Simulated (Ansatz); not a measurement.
# HfSi (model cell, started as zinc blende): from the cell to its phonons, part 2 of 3

How does HfSi (model cell, started as zinc blende) vibrate, and is this structure a minimum?

Ansatz 0.2.0; DFT r2SCAN, scalar-relativistic, plane waves, PAW.

So far. Step 4 (Relaxing to small forces for the phonons): The forces vanish by symmetry and the pressure is 0.000 GPa, within the tolerances set. The cell now holds 27.66 Å³/atom. The relaxed cell has a = 6.048 Å (conventional setting).

The structure was built from a prototype and need not be the compound's stable phase.

## 5. Modes at Γ

The zone centre comes first: it holds the modes that light can see, as far as symmetry allows. The response to a homogeneous field gives the Born charges and the dielectric tensor.

input.yaml reads:

```yaml
crystal:
  lattice:
    - [0.0, 3.0240707983, 3.0240707983]
    - [3.0240707983, 0.0, 3.0240707983]
    - [3.0240707983, 3.0240707983, 0.0]
  atoms:
    - { symbol: Hf, position: [0.0, 0.0, 0.0] }
    - { symbol: Si, position: [0.25, 0.25, 0.25] }
kpoints:
  mp_grid: { grid: [12, 12, 12] }
hamiltonian:
  xc: r2scan
scf:
  occupations: { method: fixed }
output:
  eigenvalues: true
phonons:
  method: dfpt
  dielectric: true
  rigid_motions: translations
```

Run with:

```bash
$ ansatz run input.yaml --threads 4 --pin off --max-ram 7168MiB --backend cpu --events-out ev --progress --plain --runs-dir out
```

Numbers of over 12 decimals in the logs are rounded to 6 here.

Log:

```text
[...]
Crystal: 2 atoms, lattice volume = 55.310 Å³
Basis set: ecut = 500 eV, 1411 PW (Γ), exchange–correlation on 160×160×160 points (125 copies of the dense FFT grid, shifted against one another)
Bands: 19, of which v1, the nominal top of the filled ones, is band 15 counted from 1 (14 counted from 0)
Symmetry: 24 space group operations
k-points: 280 of 1728 (irreducible under 4 space group operations, time reversal used)
[...]
SCF iter   1: F=—  HF=-16371.208836 eV  |F-HF|=—  |Δ(HF+E_count)|=         —  Δρ=7.25e-3  dr2=3.86e-2  dr2_τ=3.27e-2  ethr=1.77e-3  ⟨swp⟩=5.0  Hψ=21363  notcnv=0  defer=506
[...]
SCF iter   9: F=-16371.202692 eV  HF=-16371.202692 eV  |F-HF|=1.82e-12  |Δ(HF+E_count)|=  2.58e-10  Δρ=1.09e-7  dr2=5.11e-12  dr2_τ=7.55e-13  ethr=1.00e-12  ⟨swp⟩=7.0  Hψ=31200  notcnv=0
SCF 1 converged in 9 iterations: F = -16371.202692 eV  dr2 = 5.11e-12
[...]
NSCF: frozen V_eff on 11 k-points
DFPT response loops at Γ: preconditioner auto → none (the input reference at scf.mixing.eps_inf says where Resta's filter doesn't serve); β = 0.50; Broyden in place of MSR1
── the response to a field inside a basis, on 12×12×12 k-points: an SCF that follows is theirs, and a resumed run solves both again ──
Bands: 16, of which v1, the nominal top of the filled ones, is band 15 counted from 1 (14 counted from 0)
k-points: 182 of 1728 (irreducible under 6 space group operations, time reversal used)
[...]
Eigensolver: Dense (182 Hₖ)
SCF iter   1: F=—  HF=-16371.198907 eV  |F-HF|=—  |Δ(HF+E_count)|=         —  Δρ=5.92e-5  dr2=3.34e-7  dr2_τ=6.03e-7  ethr=1.00e-1
[...]
SCF iter   2: F=-16371.198908 eV  HF=-16371.198908 eV  |F-HF|=2.42e-7  |Δ(HF+E_count)|=   1.04e-6  Δρ=2.90e-5  dr2=7.36e-8  dr2_τ=3.23e-8  ethr=1.11e-9
SCF 1 converged in 2 iterations: F = -16371.198908 eV  dr2 = 7.36e-8
[...]
WARN: field response: ε∞ stands inside a basis, on 12×12×12 points; the force constants stand on the 12×12×12 k-mesh, whose period is 12.24 times the interband length at k = (0.0000, 0.4167, 0.4167), direct gap 0.486 eV, under 14: take them and everything formed from them as unconverged, and compare with a denser kpoints.mp_grid
SCF converged after 9 iterations
Free energy (F): -16371.202692 eV
[...]
Internal energy: -16371.202692 eV  (E = F + TS)
E sigma→0 (E₀):  -16371.202692 eV
Fermi energy:    8.785057 eV
[...]
--- Band table (eV; the first three rows and the last of 280) ---
  k-point 0: bands = [... 11 lower, 0.3941, 7.5276, 7.5276, 7.5276, 10.8311, 10.8311, 13.5700, 16.0765]
  k-point 1: bands = [... 11 lower, 0.4724, 7.4024, 7.5644, 7.5644, 10.7913, 10.7913, 13.8014, 15.5972]
  k-point 2: bands = [... 11 lower, 0.6967, 7.0921, 7.6599, 7.6599, 10.7216, 10.7216, 14.1530, 14.7240]
  k-point 279: bands = [... 11 lower, 2.4446, 6.7510, 6.8445, 8.6358, 9.1925, 10.8003, 11.6290, 12.5080]
--- Phonons (Γ-DFPT): 2 representative perturbations + reference, on 280 of 1728 k-points (Σ response iterations 13) ---
  k mesh reduced under 4 symmetry operations, with k and −k counted as one. Each operation leaves every solved perturbation unchanged. A smaller set is not considered because the functional reads the kinetic-energy density
  ASR residual: 4.438e-5 → 0.000e0 eV/Å²; symmetrization residual: 4.672e-6 eV/Å²
  ASR residual per site (eV/Å²): 4.44e-5 1.67e-5
  Γ frequencies (cm⁻¹): 0.00 0.00 0.00 305.89 305.89 305.89
  ε∞ (high-frequency dielectric tensor):
       20.779501    -0.000000     0.000000
       -0.000000    20.779501    -0.000000
        0.000000    -0.000000    20.779501
  ε⁰ (static dielectric tensor: ions relaxed, cell fixed):
       27.588212     0.000000    -0.000000
        0.000000    27.588212    -0.000000
       -0.000000    -0.000000    27.588212
  ε⁰ − ε∞ (ionic part):
        6.808712     0.000000    -0.000000
        0.000000     6.808712    -0.000000
       -0.000000    -0.000000     6.808712
  softest optical mode at Γ: 305.89 cm⁻¹; the repairs (sum rule, projections) moved no ω² at Γ by more than (0.66 cm⁻¹)²
  Born effective charges Z* (e; rows j = field, columns β = displacement):
    site 0:
         4.16860    0.00000   -0.00000
         0.00000    4.16860    0.00000
        -0.00000    0.00000    4.16860
    site 1:
        -4.16860   -0.00000    0.00000
        -0.00000   -4.16860   -0.00000
         0.00000   -0.00000   -4.16860
  Z* charge neutrality: 1.685e-3 e pre-enforcement
  solved inside a basis spanned on kpoints, on 12×12×12 k-points, its susceptibility summed on 16×16×16: ε∞ is read to err by 9.2e-2, Z* by 3.2e-2 e (field_mesh: kpoints solves on kpoints); Z* is corrected for what the basis lacks
  optical modes at Γ without the LO–TO term, one row a degenerate level:
      ω (cm⁻¹)  modes    IR ((D/Å)²/amu)
        305.89      3            49.5625
  optical modes at Γ + LO–TO along q̂ = [1.0000, 0.0000, 0.0000]:
      ω (cm⁻¹)  modes    IR ((D/Å)²/amu)
        305.89      2            33.0417
        352.46      1            16.5208
  optical modes at Γ + LO–TO along q̂ = [0.0000, 1.0000, 0.0000]:
      ω (cm⁻¹)  modes    IR ((D/Å)²/amu)
        305.89      2            33.0417
        352.46      1            16.5208
  optical modes at Γ + LO–TO along q̂ = [0.0000, 0.0000, 1.0000]:
      ω (cm⁻¹)  modes    IR ((D/Å)²/amu)
        305.89      2            33.0417
        352.46      1            16.5208
```

The job ended after 78 s (4 threads of AMD EPYC 9R45, shared host; peak memory 2.5 GiB; 4.4 min of CPU time).

This step gave:

| Quantity | Value |
| --- | --- |
| sum-rule residual before enforcement | 4.44e-5 eV/Å² |
| miss of the charge sum rule | 0.001685 e |
| estimated error of the dielectric tensor | 0.09210 |
| estimated error of the Born charges | 0.03216 e |
| point group | -43m |
| highest optical mode at the zone centre (no LO-TO term) | 305.9 cm⁻¹ |
| lowest optical zone-centre mode | 305.9 cm⁻¹ |
| mean high-frequency dielectric constant | 20.78 |
| largest Born charge (third of the trace) | 4.169 e |
| mean static dielectric constant | 27.59 |
| top of the zone-centre spectrum with the field | 352.5 cm⁻¹ |

Without the LO-TO term. Patterns of degenerate modes are one choice out of their space. The modes at Γ (shares of kinetic energy by element, %):

```tsv
mode	frequency (cm⁻¹)	symmetry	Hf %	Si %
1	0.0	acoustic	86	14
2	0.0	acoustic	86	14
3	0.0	acoustic	86	14
4	305.9	T2	14	86
5	305.9	T2	14	86
6	305.9	T2	14	86
```

Displacements in mode 4 (305.9 cm⁻¹), the largest set to 1:
```
Hf1 -0.01 -0.16  0.00
Si2  0.05  1.00  0.00
```

Optical modes at the zone centre, without and with the macroscopic field of the longitudinal modes; each column is sorted by frequency, so a row need not hold one and the same mode. Modes with and without the field, by row:

```tsv
rank among optical modes	no field (cm⁻¹)	q along (1, 0, 0) (cm⁻¹)
1	305.9	305.9
2	305.9	305.9
3	305.9	352.5
```

Born charge (rows field, columns displacement) (e), principal values of the symmetric part by kind of site:

```tsv
atom	atoms with these values	low	middle	high	mean
Hf1	1	4.17	4.17	4.17	4.17
Si2	1	-4.17	-4.17	-4.17	-4.17
```

In full for Si2:

```
-4.17  0.00  0.00
 0.00 -4.17  0.00
 0.00  0.00 -4.17
```

High-frequency dielectric tensor:

```
20.78  0.00  0.00
 0.00 20.78  0.00
 0.00  0.00 20.78
```

Static dielectric tensor (ions relaxed, fixed cell):

```
27.59  0.00  0.00
 0.00 27.59  0.00
 0.00  0.00 27.59
```

Transverse modes. Infrared lines, with heights relative to the strongest:

```tsv
position (cm⁻¹)	label	relative intensity
306	T2	100
```

Before it was imposed, the acoustic sum rule was missed by 4.4e-5 eV/Å² and the charge sum rule by 0.0017 e. Small misses are needed for a sound result but don't prove that mesh and cutoff are converged. The lowest optical mode is real, 306 cm⁻¹.

The log warns of the k mesh: “the force constants stand on the 12×12×12 k-mesh, whose period is 12.24 times the interband length at k = (0.0000, 0.4167, 0.4167), direct gap 0.486 eV, under 14: take them and everything formed from them as unconverged”.

## 6. Phonons on a q mesh

Stability and thermal properties need the whole zone. Linear response on a 4×4×4 q mesh gives force constants as far as a supercell of that size would, and the tensors from the zone-centre run are typed in so that the long-range dipole term is interpolated apart.

input.yaml, the sections that differ from step 5:

```yaml
phonons:
  method: dfpt
  qmesh: [4, 4, 4]
  temperatures: { t_max: 1000, t_step: 50 }
  qpath:
    path:
      - [[0.0, 0.0, 0.0], [-0.5, -0.5, 0.0], [-0.375, -0.375, 0.25]]
      - [[-0.375, 0.0, 0.375], [0.0, 0.0, 0.0], [0.0, 0.0, 0.5], [-0.5, -0.25, 0.25], [-0.5, -0.5, 0.0]]
    npoints: 10
  non_analytic_term:
    high_frequency_dielectric_tensor: [[20.7795, 0.0, 0.0], [0.0, 20.7795, 0.0], [0.0, 0.0, 20.7795]]
    born_effective_charges:
      - { species: Hf, tensor: [[4.1686, 0.0, 0.0], [0.0, 4.1686, 0.0], [0.0, 0.0, 4.1686]] }
      - { species: Si, tensor: [[-4.1686, 0.0, 0.0], [0.0, -4.1686, 0.0], [0.0, 0.0, -4.1686]] }
    source: "zone-centre run at this cell"
# crystal, kpoints, hamiltonian, scf, output: as in step 5
```

Log:

```text
Warning: phonons: the dynamical matrix that this run interpolates holds no multipole term above the dipole-dipole one, and a site of this crystal is no centre of inversion, so its interpolated transverse optical and acoustic branches and sound speeds can stay off near Gamma, and the density of states and the thermodynamics with them. What a run solves at a wave vector of phonons.qpoints, Gamma apart, where the deck admits one, is free of this, and under fd what a larger phonons.supercell samples
[...]
Crystal: 2 atoms, lattice volume = 55.310 Å³
Basis set: ecut = 500 eV, 1411 PW (Γ), exchange–correlation on 160×160×160 points (125 copies of the dense FFT grid, shifted against one another)
Bands: 19, of which v1, the nominal top of the filled ones, is band 15 counted from 1 (14 counted from 0)
Symmetry: 24 space group operations
k-points: 280 of 1728 (irreducible under 4 space group operations, time reversal used)
[...]
SCF iter   1: F=—  HF=-16371.208836 eV  |F-HF|=—  |Δ(HF+E_count)|=         —  Δρ=7.25e-3  dr2=3.86e-2  dr2_τ=3.27e-2  ethr=1.77e-3  ⟨swp⟩=5.0  Hψ=21363  notcnv=0  defer=506
[...]
SCF iter   9: F=-16371.202692 eV  HF=-16371.202692 eV  |F-HF|=1.82e-12  |Δ(HF+E_count)|=  2.56e-10  Δρ=1.09e-7  dr2=5.11e-12  dr2_τ=7.55e-13  ethr=1.00e-12  ⟨swp⟩=5.3  Hψ=32696  notcnv=0
SCF 1 converged in 9 iterations: F = -16371.202692 eV  dr2 = 5.11e-12
[...]
DFPT response loops at q = (0, 0, 0.25) (fractional): preconditioner auto → Resta (q_TF=auto, 2.464 Å⁻¹)  ε∞=13.8 (no band partly filled); β = 1.00, the filter's whole step (`scf.mixing.beta` (0.50) is not read by the response loops at its default; to damp them type it under 1.00, their step now; it binds the ground state too); Broyden in place of MSR1
[...]
SCF converged after 9 iterations
Free energy (F): -16371.202692 eV
[...]
Internal energy: -16371.202692 eV  (E = F + TS)
E sigma→0 (E₀):  -16371.202692 eV
Fermi energy:    8.785057 eV
[...]
--- Band table (eV; the first three rows and the last of 280) ---
  k-point 0: bands = [... 11 lower, 0.3941, 7.5276, 7.5276, 7.5276, 10.8311, 10.8311, 13.5700, 16.0765]
  k-point 1: bands = [... 11 lower, 0.4724, 7.4024, 7.5644, 7.5644, 10.7913, 10.7913, 13.8014, 15.5972]
  k-point 2: bands = [... 11 lower, 0.6967, 7.0921, 7.6599, 7.6599, 10.7216, 10.7216, 14.1530, 14.7240]
  k-point 279: bands = [... 11 lower, 2.4446, 6.7510, 6.8445, 8.6358, 9.1925, 10.8003, 11.6290, 12.5080]
[...]
ASR residual: 4.438e-5 → 0.000e0 eV/Å²; symmetrization residual: 4.658e-6 eV/Å²
  ASR residual per site (eV/Å²): 4.44e-5 1.67e-5
  Γ frequencies (cm⁻¹): 0.00 0.00 0.00 305.89 305.89 305.89
--- Phonons (arbitrary-q DFPT): 8 irreducible q on the 4×4×4 mesh ---
  q = [0.0000, 0.0000, 0.0000] (star 1, of the zone-centre solve; hermiticity 1.12e-6, symmetrization 8.72e-13): -0.00 0.00 0.00 305.89 305.89 305.89
  q = [0.0000, 0.0000, 0.2500] (star 8, 2 solved perturbations on 936 of 1728 k-point pairs; hermiticity 1.82e-7, symmetrization 4.30e-12): -3.29 -3.29 77.78 300.68 300.68 345.21
[...]
q = [0.0000, 0.2500, 0.2500] (star 6, 4 solved perturbations in 1608 linear systems a pass and spin channel, the states on 510 of 1728 k-point pairs; hermiticity 2.59e-6, symmetrization 2.42e-13): 17.77 17.77 83.53 292.48 292.48 345.90
[...]
sum rule: each row above includes the acoustic sum rule's correction from the zone centre's row sums; it moved no ω² by more than (0.40 cm⁻¹)²
  mesh force constants: q→R imaginary residual 2.37e-18; ASR residual 4.438e-5 → 0.000e0 eV/Å²; symmetrization residual 5.329e-15 eV/Å²
  interpolated dispersion: 63 rows × 6 modes
  density of states and harmonic sums: on the 20×20×20 q-mesh, interpolated from the force constants of a 4×4×4 supercell (with the dipole–dipole term of supplied tensors)
  largest difference from the sums on the solved wave vectors: F 5.32e-2 eV, S 6.77e-5 and C_V 1.45e-5 eV/K
  zero-point energy: 0.066615 eV/cell   skipped modes (ω ≤ 0): 53, of them read as no rigid motion or as one in doubt: 50 (1.285e-1 modes/cell left out, lowest -16.87 cm⁻¹)   left out of the sums: 2.15e-2 of the cell's modes: C_V's classical limit lies that fraction below 3 k_B per atom; for a crystal, a wire or a layer, F and S can be off by more, and a phonons.interpolated_qmesh denser along its periods is the remedy for the sampling
```

It took 16 min on 4 threads; peak memory 5.3 GiB; 61 min of CPU time.

This step gave:

| Property | Result |
| --- | --- |
| lowest frequency on the path | -16.96 cm⁻¹ |
| highest frequency on the path or at a solved wavevector | 352.5 cm⁻¹ |
| lowest mode on the q mesh (acoustic modes at Γ apart) | -3.29 cm⁻¹ |

Frequencies (cm⁻¹) solved at each irreducible wavevector; negative means imaginary. Frequencies by wavevector, by row:

```tsv
q in reciprocal lattice units	star	mode 1	mode 2	mode 3	mode 4	mode 5	mode 6
0 0 0	1	0	0	0	305.9	305.9	305.9
0 0 0.25	8	-3.3	-3.3	77.8	300.7	300.7	345.2
0 0 -0.5	4	19.2	19.2	111.7	296.5	296.5	330.6
0 0.25 0.25	6	17.8	17.8	83.5	292.5	292.5	345.9
0 0.25 -0.5	24	27.6	38.4	117.4	286.4	288.6	327.9
0 0.25 -0.25	12	17.9	40.3	108	291.7	293.5	331.4
0 -0.5 -0.5	3	31.7	31.7	131.1	278.3	278.3	322.4
0.25 -0.5 -0.25	6	39.5	42.5	124.7	275.6	286	322.3
```

[end of part 2 of 3]

[Logs are printed without paths, hosts, clocks, repeated set-up lines and the standing remarks that a program may print on its own settings, such as how far it seeks lower states.]

[Hosts, paths, dates, database ids (printed as entryN), source tags and the programs' standing remarks are cut or masked in the printed files.]
